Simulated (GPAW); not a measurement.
## PbO (P4/nmm): how ε∞ follows the gap

The empty bands of PbO (P4/nmm) are shifted up rigidly by Δ, and ε∞ along x is computed for each shift. x, y and z are the Cartesian axes of the input cell.

Cell: a, b, c = 3.990, 3.990, 5.010 Å (primitive vectors), 4 atoms.

Method: GPAW 26.7.0, PBE, RPA, k-mesh 8×8×6, local fields up to 50 eV, Lorentzian half width 0.15 eV.

Launch of the response step: `OMP_NUM_THREADS=1 python df.py`. The series took 17.6 min in all, its band step included, on 1 thread of Arm Neoverse N1 (shared host).

```tsv
Δ (eV)	ε∞ along x
0.00	6.531
0.40	6.131
0.80	?
1.20	5.499
1.60	5.245
2.00	5.021
```

With one effective transition at E₀ and fixed dipole strength, ε∞ − 1 = A/(E₀ + Δ), so 1/(ε∞ − 1) is linear in Δ.

Working, on the rows shown:

| x = Δ (eV) | y = 1/(ε∞ − 1) |
| --- | --- |
| 0 | 0.180799 |
| 0.4 | 0.194894 |
| 1.2 | 0.222272 |
| 1.6 | 0.235571 |
| 2 | 0.248694 |

Means: x̄ = 1.04, ȳ = 0.21645. Σ(x − x̄)(y − ȳ) = 0.09347, Σ(x − x̄)² = 2.752. Slope = 0.09347 / 2.752 = 0.03396; intercept = ȳ − slope · x̄ = 0.18112. Turned back into ε∞ along x, the line misses the rows shown by at most 0.0099.

Question: Fill in the last column of the withheld row.

Answer: At x = 0.8 the line gives y = 0.20829, that is 5.801. The run gave 5.791, so the interpolation is off by 0.0099, 0.7 % of the range in the table.

Refitted with all rows, the slope is 0.03393 and the intercept 0.18123. These give E₀ = intercept/slope = 5.3 eV, far above the least direct gap of 2.12 eV: most of the screening comes from transitions well over the edge. Over the first step ε∞ falls by 15 % per eV. The cell comes from an older database entry, whose edges can be off by a per cent or so. Excitons are left out. The values come from a sum over the points of one k-mesh and carry its error, which grows as the direct gap shrinks. This version of GPAW has incomplete matrix elements in the optical limit, which can lower ε − 1 by up to a tenth where first-row anions or d states rule. Spin-orbit coupling is left out.

[Logs are printed without paths, hosts, clocks, repeated set-up lines and the standing remarks that a program may print on its own settings, such as how far it seeks lower states.]
